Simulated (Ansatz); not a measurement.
# Lattice dynamics of (CdS)2(CdSe)1 [001] superlattice, started as zinc blende, part 2 of 2

How does (CdS)2(CdSe)1 [001] superlattice, started as zinc blende vibrate, and is this structure a minimum?

Ansatz 0.2.0; DFT PBEsol, scalar-relativistic, plane waves, PAW.

So far. Step 4 (Tight relaxation): The largest force component left is 0.019 meV/Å and the pressure is 0.000 GPa, within the tolerances set. The cell now holds 25.79 Å³/atom. The relaxed cell has a = 4.180, c = 17.717 Å (conventional setting).

The structure was built from a prototype and need not be the compound's stable phase.

## (5) Linear response at the zone centre (continued)

Activity x (w_L - w)^4 (n + 1)/w, 532 nm, 300 K; the tensors are static ones, while 532 nm light lies above the computed direct gap, where resonance would change the heights; modes without the macroscopic field alone. Lines of the Raman spectrum (strongest = 100):

```
position (cm⁻¹)  label  relative intensity
             43      E                 5.0
             52      E                 4.3
            117     B2                 1.4
            124     A1                 100
            176      E                 4.3
            186     B2                 0.9
            242      E                  33
            246     B2                  25
            263      E                 0.6
            279     A1                  31
```

Static second-order susceptibility (pm/V), twice the coefficient d of second-harmonic generation. Second order susceptibility, by row:

```csv
field along,xx,yy,zz,yz,xz,xy
x,0,0,0,57.02,0,0
y,0,0,0,0,57.02,0
z,0,0,0,0,0,57.02
```

Before it was imposed, the acoustic sum rule was missed by 3.9e-5 eV/Å² and the charge sum rule by 0.010 e. Small misses are needed for a sound result but don't prove that mesh and cutoff are converged. The lowest optical mode is real, 43.1 cm⁻¹.

The log warns of the k mesh: “the force constants stand on the 8×8×8 k-mesh, whose period is 9.01 times the interband length at k = (0.0000, 0.0000, 0.0000), direct gap 0.777 eV, under 14: take them and everything formed from them as unconverged”.

## (6) Isotope substitution, element Cd, natural mass 112.414 amu

An isotope changes the mass and not the force constants, so no new electronic calculation is needed; the shifts show which modes move this element.

The same force constants with the mass of Cd changed from 112.414 to 115.905 u (phonopy, no LO-TO term). Both lists are sorted by frequency; levels can cross, so a row need not hold one and the same mode. Modes under 3 cm⁻¹ are left out. Isotope shifts, by row:

| q | rank | natural mass (cm⁻¹) | changed mass (cm⁻¹) |
| --- | --- | --- | --- |
| 0 0 0 | 4 | 43.1 | 42.59 |
| 0 0 0 | 5 | 43.1 | 42.59 |
| 0 0 0 | 6 | 52.13 | 51.45 |
| 0 0 0 | 7 | 52.13 | 51.45 |
| 0 0 0 | 8 | 117.2 | 115.7 |
| 0 0 0 | 9 | 124.5 | 122.8 |
| 0 0 0 | 10 | 176.4 | 175.5 |
| 0 0 0 | 11 | 176.4 | 175.5 |
| 0 0 0 | 12 | 185.6 | 184.7 |
| 0 0 0 | 13 | 241.6 | 240.9 |
| 0 0 0 | 14 | 241.6 | 240.9 |
| 0 0 0 | 15 | 246.2 | 245.7 |
| 0 0 0 | 16 | 263.1 | 262.6 |
| 0 0 0 | 17 | 263.1 | 262.6 |
| 0 0 0 | 18 | 278.9 | 278.6 |

A mode of this element alone would shift by -1.52 %. The highest zone-centre frequency without the field goes from 278.9 to 278.6 cm⁻¹ (-0.1 %). The product of the frequency ratios over all optical modes at Γ is 0.900; the product rule, (m/m′)^(3k/2) (M′/M)^(3/2) with k = 3 such atoms and M the mass of the cell, gives 0.900.

## (7) Another isotope, element S, natural mass 32.06 amu

The same for S, from 32.06 to 33.97 u.

The same force constants with the mass of S changed from 32.060 to 33.968 u (phonopy, no LO-TO term). Both lists are sorted by frequency; levels can cross, so a row need not hold one and the same mode. Modes under 3 cm⁻¹ are left out. Isotope shifts, by row:

```csv
q,rank,natural mass (cm⁻¹),changed mass (cm⁻¹)
0 0 0,4,43.1,43.02
0 0 0,5,43.1,43.02
0 0 0,6,52.13,51.94
0 0 0,7,52.13,51.94
0 0 0,8,117.2,117
0 0 0,9,124.5,124.2
0 0 0,10,176.4,176.4
0 0 0,11,176.4,176.4
0 0 0,12,185.6,185.4
0 0 0,13,241.6,236.1
0 0 0,14,241.6,236.1
0 0 0,15,246.2,240.6
0 0 0,16,263.1,256.6
0 0 0,17,263.1,256.6
0 0 0,18,278.9,271.6
```

A mode of this element alone would shift by -2.85 %. The highest zone-centre frequency without the field goes from 278.9 to 271.6 cm⁻¹ (-2.6 %). The product of the frequency ratios over all optical modes at Γ is 0.851; the product rule, (m/m′)^(3k/2) (M′/M)^(3/2) with k = 2 such atoms and M the mass of the cell, gives 0.851.

## (8) Another isotope, element Se, natural mass 78.971 amu

The same for Se, from 78.97 to 81.92 u.

The same force constants with the mass of Se changed from 78.971 to 81.917 u (phonopy, no LO-TO term). Both lists are sorted by frequency; levels can cross, so a row need not hold one and the same mode. Modes under 3 cm⁻¹ are left out. Isotope shifts, by row:

```
    q  rank  natural mass (cm⁻¹)  changed mass (cm⁻¹)
0 0 0     4                 43.1                42.97
0 0 0     5                 43.1                42.97
0 0 0     6                52.13                52.11
0 0 0     7                52.13                52.11
0 0 0     8                117.2                116.8
0 0 0     9                124.5                124.5
0 0 0    10                176.4                174.4
0 0 0    11                176.4                174.4
0 0 0    12                185.6                183.6
0 0 0    13                241.6                241.5
0 0 0    14                241.6                241.5
0 0 0    15                246.2                245.9
0 0 0    16                263.1                263.1
0 0 0    17                263.1                263.1
0 0 0    18                278.9                278.9
```

A mode of this element alone would shift by -1.81 %. The highest zone-centre frequency without the field goes from 278.9 to 278.9 cm⁻¹ (+0.0 %). The product of the frequency ratios over all optical modes at Γ is 0.955; the product rule, (m/m′)^(3k/2) (M′/M)^(3/2) with k = 1 such atoms and M the mass of the cell, gives 0.955.

## (9) Results

```yaml
space_group_after_relaxation_within_0p01_a: I-4m2
volume_per_atom: 25.8 Å³
gap_on_the_k_mesh: 0.777 eV
highest_optical_mode_at_the_zone_centre_no_lo_to_term: 279 cm⁻¹
top_of_the_zone_centre_spectrum_with_the_field: 279 cm⁻¹
lowest_optical_zone_centre_mode: 43.1 cm⁻¹
mean_high_frequency_dielectric_constant: 6.99
mean_static_dielectric_constant: 10.5
largest_born_charge_third_of_the_trace: -2.27 e
imaginary_modes_at_gamma_the_only_wavevector_solved: none
```

**Reading.** The structure is stable against zone-centre distortions, since no mode there is imaginary; other wavevectors were not solved, so zone-boundary instabilities are untested. Without the field, the optical modes at Γ span 43 to 279 cm⁻¹. No dispersion was computed. The highest mode in this list at Γ, 278.9 cm⁻¹, is mostly motion of S (92 % of the kinetic energy). The macroscopic field leaves the top of the zone-centre spectrum where it is. Lattice motion raises the mean dielectric constant from 6.992 to 10.48. The strongest infrared line is at 242 cm⁻¹. Averaged over orientations, the strongest Raman line at 532 nm and 300 K is at 124 cm⁻¹. The tensors are the static, non-resonant ones, while 532 nm light (2.33 eV) lies above the computed gap. With the field response the log warns that the k mesh is coarse for the force constants too, so the frequencies may not be converged. The starting cell was built on a prototype and not taken from a measurement, so the phase need not exist. These are harmonic frequencies at zero temperature: anharmonic shifts, linewidths and thermal expansion are left out.

[Logs are printed without paths, hosts, clocks, repeated set-up lines and the standing remarks that a program may print on its own settings, such as how far it seeks lower states.]

[Hosts, paths, dates, database ids (printed as entryN), source tags and the programs' standing remarks are cut or masked in the printed files.]
